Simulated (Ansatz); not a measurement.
# How fast states decay through LaTlF4

Aim: relax a made-up compound, LaTlF4, and see how good a tunnel barrier it would be. It is built by putting Tl for K in the KLaF4 structure of space group P4/mmm, with the volume rescaled by atomic radii. The parent structure comes from the Materials Project.

Calculated with Ansatz 0.2.0; r2SCAN DFT, plane waves, PAW files, in the first sound run; inputs show where later runs differ.

The structure was built from a prototype and need not be the compound's stable phase.

### Step 1. The starting structure

The structure is tetragonal, space group P4/mmm (No. 123). The conventional cell has a = 3.815 Å, b = 3.815 Å, c = 5.764 Å, α = 90.00°, β = 90.00°, γ = 90.00°. Nearest to Tl lie 8 F at 2.51 Å. Nearest to La lie 8 F at 2.28 Å. Nearest to F lie 2 La at 2.28 Å and 2 Tl at 2.51 Å. It derives from KLaF4. Tl for K in the KLaF4 structure of space group P4/mmm. Farther neighbours and most contacts between anions are not listed.

### Step 2. Cell and atoms at rest

The substituted atoms don't fit the parent's cell, so cell and atoms relax together. A small smearing keeps the run stable in case the gap closes on the way.

input.yaml

```yaml
crystal:
  lattice:
    - [3.8153031209, 0.0, 0.0]
    - [0.0, 3.8153031209, 0.0]
    - [0.0, 0.0, 5.7635644866]
  atoms:
    - { symbol: Tl, position: [0.0, 0.0, 0.0] }
    - { symbol: La, position: [0.5, 0.5, 0.5] }
    - { symbol: F, position: [0.5, 0.0, 0.71639365] }
    - { symbol: F, position: [0.0, 0.5, 0.28360635] }
    - { symbol: F, position: [0.5, 0.0, 0.28360635] }
    - { symbol: F, position: [0.0, 0.5, 0.71639365] }
kpoints:
  mp_grid: { grid: [6, 6, 4] }
scf:
  occupations: { method: gaussian, width: 0.03 }
hamiltonian:
  xc: r2scan
output:
  forces: true
  stress: true
relax:
  f_tol: 0.02
  max_steps: 60
  cell: {}
```

Run with:

```sh
> ansatz run input.yaml --threads 2 --pin off --max-ram 4096MiB --backend cpu --events-out ev --progress --plain --runs-dir out
```

Numbers of over 12 decimals in the logs are rounded to 6 here.

The log of the run:

```text
Engine: ansatz 0.2.0, aarch64-unknown-linux-gnu
Pseudopotentials: kind: paw
Pseudopotential: Tl, paw, valence charge 13, recommended cutoff 500 eV (meta_gga), Tl.paw.azcp
Pseudopotential: La, paw, valence charge 11, recommended cutoff 500 eV (meta_gga), La.paw.azcp
Pseudopotential: F, paw, valence charge 7, recommended cutoff 500 eV (meta_gga), F.paw.azcp
Functional definition: r2SCAN
  parameter k0 = 0.174
  parameter k1 = 0.065
  parameter a1 = 4.9479
  exchange = r2scan_x(k0 = k0, k1 = k1, a1 = a1)
  correlation = r2scan_c
Crystal: 6 atoms, lattice volume = 83.898 Å³
Basis set: ecut = 500 eV, 2133 PW (Γ), exchange–correlation on 120×120×180 points (64 copies of the dense FFT grid, shifted against one another)
Bands: 32, of which v1, the nominal top of the filled ones, is band 26 counted from 1 (25 counted from 0)
Symmetry: 16 space group operations
Space group: P4/mmm (ITA 123), of the structure as read, at distance tolerance 4.4e-5 Å
k-points: 30 of 144
Non-local potential: Tl, projectors of the file, l = 0: 2, l = 1: 2, l = 2: 2, l = 3: 1
Non-local potential: La, projectors of the file, l = 0: 3, l = 1: 2, l = 2: 2, l = 3: 3
Non-local potential: F, projectors of the file, l = 0: 2, l = 1: 2, l = 2: 1
PAW form: soft (Blöchl's): semilocal exchange-correlation on the pseudo side does not see the compensation charge
PAW frozen core: Tl, regenerated for the run's functional (the file was generated under x = pbe(κ = 0.804, μ = 0.219515), c = pbe(β = 0.066725))
PAW frozen core: La, regenerated for the run's functional (the file was generated under x = pbe(κ = 0.804, μ = 0.219515), c = pbe(β = 0.066725))
PAW frozen core: F, regenerated for the run's functional (the file was generated under x = pbe(κ = 0.804, μ = 0.219515), c = pbe(β = 0.066725))
PAW one-centre angular grid: Tl, 590 points (default); XC on 160 Gauss nodes
PAW one-centre angular grid: La, 974 points (default); XC on 160 Gauss nodes
PAW one-centre angular grid: F, 302 points (default); XC on 160 Gauss nodes
Initial density: superposition of atomic densities (neutral atoms: chi_scale 0, normalization atom), corrected by the library's trained network
Initial wavefunctions: pseudopotential atomic-orbital guess
Functional: x = r2scan, c = r2scan; τ floored in thin density (d = 2e-4 eV/Å³)
SCF iter   1: F=—  HF=-20969.972492 eV  |F-HF|=—  |Δ(HF+E_count)|=         —  Δρ=1.16e-2  dr2=1.32e-1  dr2_τ=1.92e-1  ethr=1.77e-3  ⟨swp⟩=5.8  Hψ=3973  notcnv=0
preconditioner: auto → Resta (q_TF=auto, 2.519 Å⁻¹)  ε∞=4.2  [insulator: Δε(μ)=3.431 eV  Ē_g=16.006 eV  σ=0.030 eV  W_gap=1.00  n_scr=20 (ndim 8)  ℏωp=28.7 eV  f_vac=0.089  D(μ)=0.00/eV (n_scr^D=0)  ε∞_Penn≈4.2]
SCF iter   2: F=—  HF=-20970.120914 eV  |F-HF|=—  |Δ(HF+E_count)|=   1.48e-1  Δρ=4.80e-3  dr2=2.07e-2  dr2_τ=1.86e-3  ethr=2.53e-4  ⟨swp⟩=3.0  Hψ=2098  notcnv=0  defer=43
SCF iter   3: F=—  HF=-20970.115631 eV  |F-HF|=—  |Δ(HF+E_count)|=   5.28e-3  Δρ=1.23e-3  dr2=1.46e-3  dr2_τ=1.35e-4  ethr=3.99e-5  ⟨swp⟩=3.8  Hψ=2048  notcnv=0  defer=13
automatic band count: iteration 3 solves 31 bands in place of 32: the levels show a gap, and the empty bands left out lie too high to hold charge; the band table lists the bands solved (type scf.n_extra_bands for more)
SCF iter   4: F=—  HF=-20970.115454 eV  |F-HF|=—  |Δ(HF+E_count)|=   1.77e-4  Δρ=3.73e-4  dr2=1.19e-4  dr2_τ=8.20e-6  ethr=2.81e-6  ⟨swp⟩=2.7  Hψ=1881  notcnv=0  defer=13
SCF iter   5: F=—  HF=-20970.115473 eV  |F-HF|=—  |Δ(HF+E_count)|=   1.92e-5  Δρ=1.21e-4  dr2=1.11e-5  dr2_τ=1.07e-6  ethr=2.30e-7  ⟨swp⟩=2.3  Hψ=1879  notcnv=0  defer=16
SCF iter   6: F=—  HF=-20970.115475 eV  |F-HF|=—  |Δ(HF+E_count)|=   2.27e-6  Δρ=3.20e-5  dr2=9.95e-7  dr2_τ=9.50e-8  ethr=2.14e-8  ⟨swp⟩=2.0  Hψ=1661  notcnv=0  defer=16
SCF iter   7: F=-20970.115475 eV  HF=-20970.115475 eV  |F-HF|=5.74e-9  |Δ(HF+E_count)|=   2.72e-8  Δρ=4.93e-6  dr2=3.22e-8  dr2_τ=1.19e-9  ethr=1.92e-10  ⟨swp⟩=4.8  Hψ=3670  notcnv=0
SCF 1 converged in 7 iterations: F = -20970.115475 eV  dr2 = 3.22e-8
  greatest PAW one-centre occupation: 0.970 electrons in one spin orbital (limit 2), on the Tl atom at site 0 (counted from 0), in its partial waves of l = 2
relax step   1: F+E_penalty+E_count = -20970.11547544 eV  Δ(F+E_penalty+E_count) = +0.000e0 eV  max|allowed force component| = 4.687e-1 eV/Å  Δτ_max = 0.0000 Å  P = +34.011 GPa  Ω = 83.898 Å³  (7 SCF iters, dr2 threshold 1.00e-7 eV, accepted)
Crystal: 6 atoms, lattice volume = 95.673 Å³
Basis set: ecut = 500 eV, 2431 PW (Γ), exchange–correlation on 120×120×180 points (64 copies of the dense FFT grid, shifted against one another)
Initial density: handed on by an earlier stage of this run
Initial wavefunctions: those handed on with the density
iter 1 solved again at ethr=3.60e-4 eV; its pass at ethr=3.10e-3 eV (dr2=1.87e-1 eV) is discarded
SCF iter   1: F=—  HF=-20970.751261 eV  |F-HF|=—  |Δ(HF+E_count)|=         —  Δρ=1.09e-2  dr2=1.89e-1  dr2_τ=6.57e-1  ethr=3.60e-4  ⟨swp⟩=1.7  Hψ=6096  notcnv=0
automatic band count: iteration 1 solves 30 bands in place of 32: the levels show a gap, and the empty bands left out lie too high to hold charge; the band table lists the bands solved (type scf.n_extra_bands for more)
preconditioner: auto → Resta (q_TF=auto, 2.465 Å⁻¹)  ε∞=4.3  [insulator: Δε(μ)=3.526 eV  Ē_g=14.731 eV  σ=0.030 eV  W_gap=1.00  n_scr=28 (ndim 8)  ℏωp=26.8 eV  f_vac=0.124  D(μ)=0.00/eV (n_scr^D=0)  ε∞_Penn≈4.3]
SCF iter   2: F=—  HF=-20971.728132 eV  |F-HF|=—  |Δ(HF+E_count)|=   9.77e-1  Δρ=8.70e-3  dr2=5.75e-2  dr2_τ=4.82e-3  ethr=3.60e-4  ⟨swp⟩=5.2  Hψ=2230  notcnv=0  defer=2
SCF iter   3: F=—  HF=-20971.716120 eV  |F-HF|=—  |Δ(HF+E_count)|=   1.20e-2  Δρ=2.97e-3  dr2=1.49e-2  dr2_τ=4.95e-4  ethr=1.11e-4  ⟨swp⟩=3.4  Hψ=2005  notcnv=0
SCF iter   4: F=—  HF=-20971.714826 eV  |F-HF|=—  |Δ(HF+E_count)|=   1.29e-3  Δρ=1.37e-3  dr2=1.28e-3  dr2_τ=8.77e-5  ethr=2.87e-5  ⟨swp⟩=4.1  Hψ=1935  notcnv=0
SCF iter   5: F=—  HF=-20971.715314 eV  |F-HF|=—  |Δ(HF+E_count)|=   4.88e-4  Δρ=2.93e-4  dr2=8.98e-5  dr2_τ=3.53e-6  ethr=2.46e-6  ⟨swp⟩=2.5  Hψ=1763  notcnv=0
SCF iter   6: F=—  HF=-20971.715345 eV  |F-HF|=—  |Δ(HF+E_count)|=   3.10e-5  Δρ=6.41e-5  dr2=5.43e-6  dr2_τ=2.36e-7  ethr=1.73e-7  ⟨swp⟩=2.0  Hψ=1588  notcnv=0
SCF iter   7: F=-20971.715351 eV  HF=-20971.715351 eV  |F-HF|=1.48e-7  |Δ(HF+E_count)|=   5.38e-6  Δρ=1.62e-5  dr2=2.87e-7  dr2_τ=9.04e-8  ethr=1.15e-9  ⟨swp⟩=3.9  Hψ=4133  notcnv=0
SCF 2 converged in 7 iterations: F = -20971.715351 eV  dr2 = 2.87e-7
[...]
SCF iter   3: F=—  HF=-20972.157985 eV  |F-HF|=—  |Δ(HF+E_count)|=   6.86e-3  Δρ=2.40e-3  dr2=8.01e-3  dr2_τ=4.32e-4  ethr=6.11e-5  ⟨swp⟩=2.3  Hψ=1881  notcnv=0
SCF iter   4: F=—  HF=-20972.156816 eV  |F-HF|=—  |Δ(HF+E_count)|=   1.17e-3  Δρ=7.51e-4  dr2=5.70e-4  dr2_τ=3.09e-5  ethr=1.54e-5  ⟨swp⟩=2.7  Hψ=1684  notcnv=0
SCF iter   5: F=—  HF=-20972.157119 eV  |F-HF|=—  |Δ(HF+E_count)|=   3.03e-4  Δρ=2.00e-4  dr2=6.23e-5  dr2_τ=3.06e-6  ethr=1.10e-6  ⟨swp⟩=2.1  Hψ=1710  notcnv=0
SCF iter   6: F=—  HF=-20972.157191 eV  |F-HF|=—  |Δ(HF+E_count)|=   7.18e-5  Δρ=4.47e-5  dr2=3.18e-6  dr2_τ=8.63e-8  ethr=1.20e-7  ⟨swp⟩=2.0  Hψ=1429  notcnv=0
SCF iter   7: F=-20972.157197 eV  HF=-20972.157196 eV  |F-HF|=1.60e-7  |Δ(HF+E_count)|=   5.55e-6  Δρ=8.21e-6  dr2=8.17e-8  dr2_τ=4.62e-9  ethr=1.15e-9  ⟨swp⟩=5.0  Hψ=4043  notcnv=0
SCF 3 converged in 7 iterations: F = -20972.157197 eV  dr2 = 8.17e-8
relax step   3: F+E_penalty+E_count = -20972.15719652 eV  Δ(F+E_penalty+E_count) = -4.418e-1 eV  max|allowed force component| = 1.661e-2 eV/Å  Δτ_max = 0.0517 Å  P = +3.522 GPa  Ω = 104.694 Å³  energy of the carried Pulay correction = -1.423e-2 eV  (7 SCF iters, dr2 threshold 6.00e-7 eV, accepted)
[...]
relax step   4: F+E_penalty+E_count = -20972.22073844 eV  Δ(F+E_penalty+E_count) = -6.354e-2 eV  max|allowed force component| = 1.071e-1 eV/Å  Δτ_max = 0.0136 Å  P = +0.370 GPa  Ω = 108.871 Å³  energy of the carried Pulay correction = -1.654e-2 eV  (7 SCF iters, dr2 threshold 6.00e-7 eV, accepted)
[...]
relax step   5: F+E_penalty+E_count = -20972.22430196 eV  Δ(F+E_penalty+E_count) = -3.564e-3 eV  max|allowed force component| = 4.056e-3 eV/Å  Δτ_max = 0.0134 Å  P = -0.176 GPa  Ω = 110.171 Å³  energy of the carried Pulay correction = -1.722e-2 eV  (6 SCF iters, dr2 threshold 6.00e-7 eV, accepted)
[...]
relax step   6: F+E_penalty+E_count = -20972.22479811 eV  Δ(F+E_penalty+E_count) = -4.962e-4 eV  max|allowed force component| = 3.949e-3 eV/Å  Δτ_max = 0.0009 Å  P = -0.024 GPa  Ω = 109.912 Å³  energy of the carried Pulay correction = -1.709e-2 eV  (5 SCF iters, dr2 threshold 1.77e-7 eV, accepted)
[...]
relax step   7: F+E_penalty+E_count = -20972.24367624 eV  Δ(F+E_penalty+E_count) = -1.888e-2 eV  max|allowed force component| = 3.668e-3 eV/Å  Δτ_max = 0.0000 Å  P = +0.246 GPa  Ω = 109.912 Å³  stress off target by 5.28e-1 GPa  SCF on the basis re-selected at this cell (its energy is not comparable with the rows above)  (7 SCF iters)
[...]
relax step   8: F+E_penalty+E_count = -20972.24459174 eV  Δ(F+E_penalty+E_count) = -9.155e-4 eV  max|allowed force component| = 2.446e-3 eV/Å  Δτ_max = 0.0033 Å  P = +0.047 GPa  Ω = 110.346 Å³  energy of the carried Pulay correction = -2.264e-4 eV  (5 SCF iters, dr2 threshold 6.00e-7 eV, accepted)
[...]
relax step   9: F+E_penalty+E_count = -20972.24458652 eV  Δ(F+E_penalty+E_count) = +5.212e-6 eV  max|allowed force component| = 1.727e-4 eV/Å  Δτ_max = 0.0011 Å  P = +0.001 GPa  Ω = 110.462 Å³  energy of the carried Pulay correction = -2.866e-4 eV  (5 SCF iters, dr2 threshold 2.66e-8 eV, accepted)
Basis set: ecut = 500 eV, 2809 PW (Γ), exchange–correlation on 120×120×200 points (64 copies of the dense FFT grid, shifted against one another)
iter 1 solved again at ethr=1.71e-7 eV; its pass at ethr=3.10e-3 eV (dr2=8.88e-5 eV) is discarded
SCF iter   1: F=—  HF=-20972.244870 eV  |F-HF|=—  |Δ(HF+E_count)|=         —  Δρ=8.73e-5  dr2=2.02e-7  dr2_τ=2.70e-7  ethr=1.71e-7  ⟨swp⟩=3.0  Hψ=6210  notcnv=0
preconditioner: auto → Resta (q_TF=auto, 2.406 Å⁻¹)  ε∞=4.2  [insulator: Δε(μ)=4.339 eV  Ē_g=14.023 eV  σ=0.030 eV  W_gap=1.00  n_scr=28 (ndim 8)  ℏωp=25.0 eV  f_vac=0.134  D(μ)=0.00/eV (n_scr^D=0)  ε∞_Penn≈4.2]
SCF iter   2: F=—  HF=-20972.244870 eV  |F-HF|=—  |Δ(HF+E_count)|=   8.67e-8  Δρ=4.41e-5  dr2=5.61e-8  dr2_τ=1.26e-6  ethr=3.89e-10  ⟨swp⟩=2.5  Hψ=1753  notcnv=0
SCF iter   3: F=—  HF=-20972.244848 eV  |F-HF|=—  |Δ(HF+E_count)|=   2.18e-5  Δρ=2.45e-6  dr2=4.21e-9  dr2_τ=8.52e-10  ethr=1.08e-10  ⟨swp⟩=2.1  Hψ=1712  notcnv=0
SCF iter   4: F=—  HF=-20972.244848 eV  |F-HF|=—  |Δ(HF+E_count)|=   2.08e-9  Δρ=7.12e-7  dr2=6.14e-10  dr2_τ=1.18e-10  ethr=8.09e-12  ⟨swp⟩=2.0  Hψ=1710  notcnv=0
SCF iter   5: F=—  HF=-20972.244848 eV  |F-HF|=—  |Δ(HF+E_count)|=  8.26e-10  Δρ=2.32e-7  dr2=1.17e-10  dr2_τ=1.00e-11  ethr=1.18e-12  ⟨swp⟩=2.0  Hψ=1721  notcnv=0
SCF iter   6: F=-20972.244848 eV  HF=-20972.244848 eV  |F-HF|=1.82e-11  |Δ(HF+E_count)|=  4.37e-11  Δρ=1.06e-7  dr2=1.08e-11  dr2_τ=2.21e-12  ethr=1.00e-12  ⟨swp⟩=4.0  Hψ=3408  notcnv=0
SCF 10 converged in 6 iterations: F = -20972.244848 eV  dr2 = 1.08e-11
relax step  10: F+E_penalty+E_count = -20972.24484777 eV  Δ(F+E_penalty+E_count) = -2.612e-4 eV  max|allowed force component| = 1.521e-4 eV/Å  Δτ_max = 0.0000 Å  P = -0.002 GPa  Ω = 110.462 Å³  stress off target by 2.48e-3 GPa  SCF on the basis re-selected at this cell (its energy is not comparable with the rows above)  (6 SCF iters)
basis re-selected at this cell: Δ(F+E_penalty+E_count) = -2.612e-4 eV, ΔP = -0.003 GPa vs the last step (what re-selecting the basis moved, of the pressure what is left beyond the Pulay correction that the steps carried, after the strain that the cell walked since its last selection, with what the two solves' SCF thresholds leave and, on support functions, any second-order correction that the steps lacked; it is no measure of the basis error at this ecutwfc). The dense FFT grid was sized anew with the basis: this SCF ran on 30×30×50 points, the steps before it on 30×30×48, so part of this shift can come from that change (see relax.cell in the input reference). [rest of the remark cut]
SCF converged after 6 iterations
Free energy (F): -20972.244848 eV
Harris-Foulkes:  -20972.244848 eV  (|F-HF|=1.82e-11)
Internal energy: -20972.244848 eV  (E = F + TS)
E sigma→0 (E₀):  -20972.244848 eV
Fermi energy:    6.508026 eV
--- Per-component energies (eV) ---
  E_band       = -246.512970
  E_kinetic    = 1356.491195
  E_local      = -3899.886229  (includes V_loc(G=0)·N_el)
  E_nonlocal   = 703.800411
  E_hartree    = 1469.600198
  E_xc         = -670.473559
  E_vxc        = -785.414917  (∫ρ·V_xc dr)
  E_paw        = -16438.496977  (= ΣΔE_a)
  E_vpaw       = -615.430889  (= ΣTr[D̂ρ^β])
  E_aug_tail   = 0.003990  (compensation charges beyond the density's cutoff)
  E_vtau       = 54.723065  (kinetic-family band-sum trace: ∫τ·v_τ [+ j·A + Jᵃ·Aᵃ] dr)
  E_ewald      = -3494.266584
  E_core_change = 0.982707  (= ΣΔE_core)
  E_smearing   = -0.000000  (= −TS)
  E_closure    = 0.000000  (closes the sum)
  Σ components = -20972.244848   (vs F -20972.244848, Δ=0.00e0)
--- Forces (eV/Å), atoms counted from 1 ---
  atom   1  Tl    -0.00000000     0.00000000     0.00000000
  atom   2  La     0.00000000     0.00000000     0.00000000
  atom   3  F      0.00000000     0.00000000     0.00015207
  atom   4  F      0.00000000     0.00000000    -0.00015207
  atom   5  F      0.00000000     0.00000000    -0.00015207
  atom   6  F      0.00000000     0.00000000     0.00015207
  max |Σ_I F_I| component: 9.86e-31 eV/Å
--- Stress (GPa, compression-positive) ---
       -0.002484       0.000000       0.000000
        0.000000      -0.002484       0.000000
        0.000000       0.000000      -0.000849
  P = ⅓ Tr σ = -0.0019 GPa (-0.019 kbar)
--- Relaxed structure (8 steps of the walk, 8 accepted, 2 SCFs on fresh bases) ---
  F+E_penalty+E_count = -20972.24484777 eV   max|allowed force component| = 1.521e-4 eV/Å   (the final SCF, on the basis selected at the relaxed cell)
  cell:  # Å, volume = 110.4618 Å³
    - [4.095032, 0, 0.0]
    - [0, 4.095032, 0.0]
    - [0.0, 0.0, 6.587149]
  atoms:
    - { symbol: Tl, position: [0, 0, 0] }
    - { symbol: La, position: [0.5, 0.5, 0.5] }
    - { symbol: F, position: [0.5, 0, 0.701912] }
    - { symbol: F, position: [0, 0.5, 0.298088] }
    - { symbol: F, position: [0.5, 0, 0.298088] }
    - { symbol: F, position: [0, 0.5, 0.701912] }
```

The job ended after 74 s (2 threads of Arm Neoverse V1, shared host; peak memory 0.65 GiB; 2.4 min of CPU time).

The steps of the relaxation:

```csv
step,energy less that of the first step (eV),largest force component (eV/Å),pressure (GPa),volume (Å³)
1,0.0000,0.4687,34.01,83.90
2,-1.5999,0.1784,11.96,95.67
3,-2.0417,0.0166,3.52,104.69
4,-2.1053,0.1071,0.37,108.87
5,-2.1088,0.0041,-0.18,110.17
6,-2.1093,0.0039,-0.02,109.91
7*,-2.1282,0.0037,0.25,109.91
8,-2.1291,0.0024,0.05,110.35
9,-2.1291,0.0002,0.00,110.46
10*,-2.1294,0.0002,0.00,110.46
```

Relaxation steps marked * repeat the geometry before them on a plane-wave basis chosen anew for their cell, so energy and pressure can jump there.

Forces are held to the 16 operations that the run works with; a distortion that breaks them can't arise in this run.

```
     cell as run  before  after   change
           a (Å)   3.815  4.095   +7.3 %
           b (Å)   3.815  4.095   +7.3 %
           c (Å)   5.764  6.587  +14.3 %
volume (Å³/atom)   13.98  18.41  +31.7 %
```

The atoms that moved most (Å, as changes of fractional coordinates times the final cell):

```csv
atom,dx,dy,dz,length
F3,0.000,0.000,-0.095,0.095
F6,0.000,0.000,-0.095,0.095
F5,0.000,0.000,0.095,0.095
F4,0.000,0.000,0.095,0.095
```

Final coordinates:

```cif
data_structure
_symmetry_space_group_name_H-M 'P 1'
_symmetry_Int_Tables_number 1
_cell_length_a 4.0950
_cell_length_b 4.0950
_cell_length_c 6.5871
_cell_angle_alpha 90.000
_cell_angle_beta 90.000
_cell_angle_gamma 90.000
_cell_volume 110.46
loop_
_atom_site_label
_atom_site_type_symbol
_atom_site_fract_x
_atom_site_fract_y
_atom_site_fract_z
_atom_site_occupancy
Tl1 Tl 0.00000 0.00000 0.00000 1
La2 La 0.50000 0.50000 0.50000 1
F3 F 0.50000 0.00000 0.70191 1
F4 F 0.00000 0.50000 0.29809 1
F5 F 0.50000 0.00000 0.29809 1
F6 F 0.00000 0.50000 0.70191 1
```

This step gave:

```yaml
free_energy: -20972.2448 eV
fermi_energy: 6.508 eV
pressure: -0.001939 GPa
```

The largest force component on a free atom ends at 1.5e-4 eV/Å.

### Step 3. Band edges

The energy window and the wavevectors of the next steps follow from the band edges, so these are searched first, off the mesh as well.

input.yaml

```yaml
crystal:
  lattice:
    - [4.0950316173, 0.0, 0.0]
    - [0.0, 4.0950316173, 0.0]
    - [0.0, 0.0, 6.5871488866]
  atoms:
    - { symbol: Tl, position: [0.0, 0.0, 0.0] }
    - { symbol: La, position: [0.5, 0.5, 0.5] }
    - { symbol: F, position: [0.5, 0.0, 0.7019118346] }
    - { symbol: F, position: [0.0, 0.5, 0.2980881654] }
    - { symbol: F, position: [0.5, 0.0, 0.2980881654] }
    - { symbol: F, position: [0.0, 0.5, 0.7019118346] }
kpoints:
  mp_grid: { grid: [6, 6, 4] }
  band_path: { path: [VBM, CBM], npoints: 30 }
scf:
  occupations: { method: fixed }
hamiltonian:
  xc: r2scan
output:
  eigenvalues: true
  write_potential: true
  write_density: true
  volumetric_format: npy
```

The log of the run:

```text
[...]
Crystal: 6 atoms, lattice volume = 110.462 Å³
Basis set: ecut = 500 eV, 2809 PW (Γ), exchange–correlation on 120×120×200 points (64 copies of the dense FFT grid, shifted against one another)
Bands: 32, of which v1, the nominal top of the filled ones, is band 26 counted from 1 (25 counted from 0)
Symmetry: 16 space group operations
[...]
k-points: 30 of 144
[...]
SCF iter   1: F=—  HF=-20972.179397 eV  |F-HF|=—  |Δ(HF+E_count)|=         —  Δρ=1.09e-2  dr2=1.62e-1  dr2_τ=1.29e-1  ethr=1.77e-3  ⟨swp⟩=4.6  Hψ=3599  notcnv=0  defer=60
[...]
SCF iter   7: F=-20972.244848 eV  HF=-20972.244848 eV  |F-HF|=3.87e-8  |Δ(HF+E_count)|=   4.94e-7  Δρ=6.16e-6  dr2=6.48e-8  dr2_τ=1.99e-9  ethr=1.92e-10  ⟨swp⟩=7.8  Hψ=3785  notcnv=0
SCF 1 converged in 7 iterations: F = -20972.244848 eV  dr2 = 6.48e-8
[...]
NSCF: frozen V_eff on 40 k-points
[...]
SCF converged after 7 iterations
Free energy (F): -20972.244848 eV
[...]
Internal energy: -20972.244848 eV  (E = F + TS)
E sigma→0 (E₀):  -20972.244848 eV
Fermi energy:    4.338820 eV
[...]
--- Band table (eV; the first three rows and the last of 30) ---
  k-point 0: bands = [... 22 lower, 2.4563, 2.5153, 2.5153, 3.1491, 10.1543, 10.2789, 10.2789, 10.2963, ... 2 higher]
  k-point 1: bands = [... 22 lower, 2.4528, 2.4821, 2.4821, 3.6748, 10.1545, 10.2780, 10.2799, 10.2799, ... 2 higher]
  k-point 2: bands = [... 22 lower, 2.4164, 2.4724, 2.4724, 4.0392, 10.0319, 10.1547, 10.2808, 10.2808, ... 2 higher]
  k-point 29: bands = [... 22 lower, 2.0589, 2.7102, 2.8866, 4.3067, 10.0627, 10.1093, 10.1093, 10.1462, ... 2 higher]
```

Wall time 28 s (2 threads); peak memory 0.58 GiB.

Reading the cycles: dr2 is the Hartree energy of the density residual (eV), the measure of convergence; HF is the Harris–Foulkes estimate of the energy, which meets the free energy F at convergence.

This step gave:

| Quantity | Value |
| --- | --- |
| Fermi energy | 4.339 eV |
| gap on the k-mesh | 4.339 eV |
| gap on path | 4.339 eV, by band count; negative where bands overlap |
| direct gap on path | 4.649 eV |
| edge places on path | 0, 0.4769 1/A along the path |

Electronic bands along the path, in eV, zero at the Fermi level (highest filled level under fixed occupations); v1 is the highest filled band, c1 the lowest empty one:

| point | v4 | v3 | v2 | v1 | c1 | c2 | c3 | c4 |
| --- | --- | --- | --- | --- | --- | --- | --- | --- |
| VBM | -2.27 | -2.05 | -1.95 | 0.00 | 4.69 | 5.70 | 5.90 | 5.92 |
| halfway | -2.23 | -2.05 | -1.88 | -0.15 | 4.51 | 5.70 | 5.90 | 5.92 |
| CBM | -2.16 | -2.05 | -1.79 | -0.31 | 4.34 | 5.70 | 5.90 | 5.90 |

The searched edges give 4.34 eV, as on the mesh.

(Continued in part 2 of 3.)

[Logs are printed without paths, hosts, clocks, repeated set-up lines and the standing remarks that a program may print on its own settings, such as how far it seeks lower states.]

[Hosts, paths, dates, database ids (printed as entryN), source tags and the programs' standing remarks are cut or masked in the printed files.]
